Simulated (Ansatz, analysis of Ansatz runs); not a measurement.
# Zn vacancy with two H in ZnO: local vibrational mode, PBE

How near does this set-up come to the measured local vibrational mode? Subject: Zn vacancy with two H in ZnO. Set-up: PBE, 32-site cell, PBE lattice, 420 eV, k: the single point 1/4 1/4 1/4, SCF cut short. The model is a cell of 32 host atoms with 1 Zn taken out and 2 H put in. The frequencies come from force constants among the defect atom and its neighbours, with the masses of the isotopes named.

Measured beforehand: Upper O-H stretch: 3349.6 cm⁻¹ at 9 K, by FTIR absorption (quoted in “Hydrogen-related defects in hydrothermally grown ZnO studied by Fourier Transform Infrared Spectroscopy”, 2010, Halvard Haug, quoting earlier work (2003)). Lower O-H stretch: 3312.2 cm⁻¹ at 9 K, by FTIR absorption (quoted in “Hydrogen-related defects in hydrothermally grown ZnO studied by Fourier Transform Infrared Spectroscopy”, 2010, Halvard Haug, quoting earlier work (2003)). The runs below try to reproduce this.

Program: Ansatz 0.2.0. Level of theory: plane-wave PAW DFT, PBE; relaxation of all atoms of a defect supercell. Results are calculated unless marked as measured.

### Step 1. Set-up

The cell holds 33 atoms: 15 Zn, 16 O and 2 H. Its edges and angles: a = 6.559 Å, b = 6.559 Å, c = 10.587 Å, α = 90.0°, β = 90.0°, γ = 120.0°. It derives from ZnO (space group P6_3mc). Nearest the centre at fractional (0.333, 0.667, 0.500): H33 at 1.00 Å, H32 at 1.00 Å, O27 at 2.00 Å, O4 at 2.00 Å, O12 at 2.00 Å, O14 at 2.01 Å, Zn1 at 3.25 Å, Zn24 at 3.25 Å.

The host's primitive cell comes from a first run (plane-wave PAW DFT, PBE; relaxation of the host's cell and atoms): vectors of 3.280, 3.280 and 5.293 Å. That is 12.33 Å³ an atom, 3.6 % over the diffraction cell's volume. The supercell is built on it.

### Step 2. Relaxation, charge 0

Every later number rests on the structure around the defect, so the atoms are relaxed at the host's lattice first.

The input, relax/input.yaml:

```yaml
relax:
  f_tol: 0.01
  max_steps: 80
  random_displacement: { amplitude: 0.02, seed: 329 }
crystal:
  lattice:
    - [6.55903995, 0.0, 0.0]
    - [-3.27951997, 5.68029522, 0.0]
    - [0.0, 0.0, 10.58650209]
  atoms:
    - { symbol: Zn, position: [0.166666667, 0.333333333, 0.249983552] }
    - { symbol: Zn, position: [0.333333333, 0.166666667, -1.6448e-05] }
    - { symbol: O, position: [0.333333333, 0.166666667, 0.189521448] }
    - { symbol: O, position: [0.166666667, 0.333333333, 0.439521448] }
    - { symbol: Zn, position: [0.166666667, 0.333333333, 0.749983552] }
    - { symbol: Zn, position: [0.333333333, 0.166666667, 0.499983552] }
    - { symbol: O, position: [0.333333333, 0.166666667, 0.689521448] }
    - { symbol: O, position: [0.166666667, 0.333333333, 0.939521448] }
    - { symbol: Zn, position: [0.166666667, 0.833333333, 0.249983552] }
    - { symbol: Zn, position: [0.333333333, 0.666666667, -1.6448e-05] }
    - { symbol: O, position: [0.333333333, 0.666666667, 0.189521448] }
    - { symbol: O, position: [0.166666667, 0.833333333, 0.439521448] }
    - { symbol: Zn, position: [0.166666667, 0.833333333, 0.749983552] }
    - { symbol: O, position: [0.333333333, 0.666666667, 0.689521448] }
    - { symbol: O, position: [0.166666667, 0.833333333, 0.939521448] }
    - { symbol: Zn, position: [0.666666667, 0.333333333, 0.249983552] }
    - { symbol: Zn, position: [0.833333333, 0.166666667, -1.6448e-05] }
    - { symbol: O, position: [0.833333333, 0.166666667, 0.189521448] }
    - { symbol: O, position: [0.666666667, 0.333333333, 0.439521448] }
    - { symbol: Zn, position: [0.666666667, 0.333333333, 0.749983552] }
    - { symbol: Zn, position: [0.833333333, 0.166666667, 0.499983552] }
    - { symbol: O, position: [0.833333333, 0.166666667, 0.689521448] }
    - { symbol: O, position: [0.666666667, 0.333333333, 0.939521448] }
    - { symbol: Zn, position: [0.666666667, 0.833333333, 0.249983552] }
    - { symbol: Zn, position: [0.833333333, 0.666666667, -1.6448e-05] }
    - { symbol: O, position: [0.833333333, 0.666666667, 0.189521448] }
    - { symbol: O, position: [0.666666667, 0.833333333, 0.439521448] }
    - { symbol: Zn, position: [0.666666667, 0.833333333, 0.749983552] }
    - { symbol: Zn, position: [0.833333333, 0.666666667, 0.499983552] }
    - { symbol: O, position: [0.833333333, 0.666666667, 0.689521448] }
    - { symbol: O, position: [0.666666667, 0.833333333, 0.939521448] }
    - { symbol: H, position: [0.333332998, 0.666667002, 0.594400552] }
    - { symbol: H, position: [0.250045998, 0.500093002, 0.469752552] }
basis:
  ecutwfc: 420
  xc_grid: 2
hamiltonian:
  xc: pbe
kpoints:
  mp_grid: { grid: [1, 1, 1], shift: [0.25, 0.25, 0.25] }
scf:
  occupations: { method: fermi_dirac, width: 0.01 }
  max_iter: 4
output:
  forces: true
checkpoint:
  write: "../relax.run"
  compress: false
  write_wavefunctions: true
  write_every: 100000
```

On the command line:

```console
$ ansatz run input.yaml --threads 2 --pin off --max-ram 4710MiB --backend cpu --events-out ev --progress --plain --runs-dir out
```

Numbers of over 12 decimals in the logs are rounded to 6 here.

The log of the run:

```text
[... repeated set-up lines and file paths are left out, and long positions are rounded to six places ...]
Engine: ansatz 0.2.0, x86_64-unknown-linux-gnu
Pseudopotentials: kind: paw
Pseudopotential: Zn, paw, valence charge 12, recommended cutoff 420 eV (normal), Zn.paw.azcp
Pseudopotential: O, paw, valence charge 6, recommended cutoff 420 eV (normal), O.paw.azcp
Pseudopotential: H, paw, valence charge 1, recommended cutoff 420 eV (normal), H.paw.azcp
Functional definition: PBE
  parameter kappa = 0.804
  parameter beta = 0.066725
  exchange = pbe_x(kappa = kappa, mu = beta*pi^2/3)
  correlation = pbe_c(beta = beta)
Crystal: 33 atoms, lattice volume = 394.424 Å³
Basis set: ecut = 420 eV, 7607 PW (Γ), exchange–correlation on 90×90×144 points (8 copies of the dense FFT grid, shifted against one another)
Bands: 172, of which v1, the nominal top of the filled ones, is band 139 counted from 1 (138 counted from 0)
Symmetry: 1 space group operations
k-points: 1
Non-local potential: Zn, projectors of the file, l = 0: 2, l = 1: 2, l = 2: 3, l = 3: 1
Non-local potential: O, projectors of the file, l = 0: 2, l = 1: 2, l = 2: 1
Non-local potential: H, projectors of the file, l = 0: 2, l = 1: 1
PAW form: soft (Blöchl's): semilocal exchange-correlation on the pseudo side does not see the compensation charge
PAW one-centre angular grid: Zn, 590 points (default); XC on 64 Gauss nodes
PAW one-centre angular grid: O, 110 points (default); XC on 64 Gauss nodes
PAW one-centre angular grid: H, 110 points (default); XC on 64 Gauss nodes
Initial density: superposition of atomic densities (neutral atoms: chi_scale 0, normalization atom), corrected by the library's trained network
Initial wavefunctions: pseudopotential atomic-orbital guess
Functional: x = pbe(κ = 0.804, μ = 0.219515), c = pbe(β = 0.066725)
SCF iter   1: F=—  HF=-58902.648038 eV  |F-HF|=—  |Δ(HF+E_count)|=         —  Δρ=6.55e-3  dr2=1.15e-1  ethr=1.77e-3  ⟨swp⟩=7.0  Hψ=710  notcnv=0
preconditioner: auto → Resta (q_TF=auto, 2.574 Å⁻¹)  ε∞=7.0  [insulator: Δε(μ)=2.676 eV  Ē_g=12.675 eV  σ=0.010 eV  W_gap=1.00  n_scr=110 (ndim 8)  ℏωp=31.2 eV  f_vac=0.047  D(μ)=0.00/eV (n_scr^D=0)  ε∞_Penn≈7.0]
SCF iter   2: F=—  HF=-58902.625961 eV  |F-HF|=—  |Δ(HF+E_count)|=   2.21e-2  Δρ=2.94e-3  dr2=2.07e-2  ethr=4.14e-5  ⟨swp⟩=1.0  Hψ=503  notcnv=0
SCF iter   3: F=—  HF=-58902.623187 eV  |F-HF|=—  |Δ(HF+E_count)|=   2.77e-3  Δρ=1.26e-3  dr2=7.96e-3  ethr=7.45e-6  ⟨swp⟩=1.0  Hψ=452  notcnv=0
SCF iter   4: F=—  HF=-58902.622356 eV  |F-HF|=—  |Δ(HF+E_count)|=   8.32e-4  Δρ=4.89e-4  dr2=1.23e-3  ethr=2.86e-6  ⟨swp⟩=1.0  Hψ=452  notcnv=0
Error: did not converge after 4 iterations: dr2 = 1.23e-3 (threshold 2.50e-6), under the density mixer `msr1`, which `scf.mixing.algorithm: auto` chose by the deck's other keys (type `scf.mixing.algorithm: msr1` to keep it); [...]
```

Wall time 3.9 s (2 threads of Intel Xeon Platinum 8175M at 2.50GHz (Skylake/Cascade Lake), shared host); peak memory 0.71 GiB.

Residual by cycle:

cycle, log10 residual and a bar from the least value:
```
        1       -0.9 ##############################
        2       -1.7 ###################
        3       -2.1 ############
        4       -2.9
```

No converged result was reached; the numbers in the log don't describe the system.

After 4 cycles the residual stands at 0.0012. The cap of 4 cycles in the input ended the loop.

The program's message: “Error: did not converge after 4 iterations: dr2 = 1.23e-3 (threshold 2.50e-6), under the density mixer `msr1`, which `scf.mixing.algorithm: auto` chose by the deck's other keys (type `scf.mixing.algor …”

### Step 3. Outcome

The local vibrational mode was not obtained, because the step “relaxation, charge 0” did not converge; the cause lies in the set-up: too few SCF iterations.

[Logs are printed without paths, hosts, clocks, repeated set-up lines and the standing remarks that a program may print on its own settings, such as how far it seeks lower states.]

[Hosts, paths, dates, database ids (printed as entryN), source tags and the programs' standing remarks are cut or masked in the printed files.]

[For some hosts the program warned that the k-mesh of the response run may be too coarse for force constants and the static dielectric constant; such warnings are not shown here.]
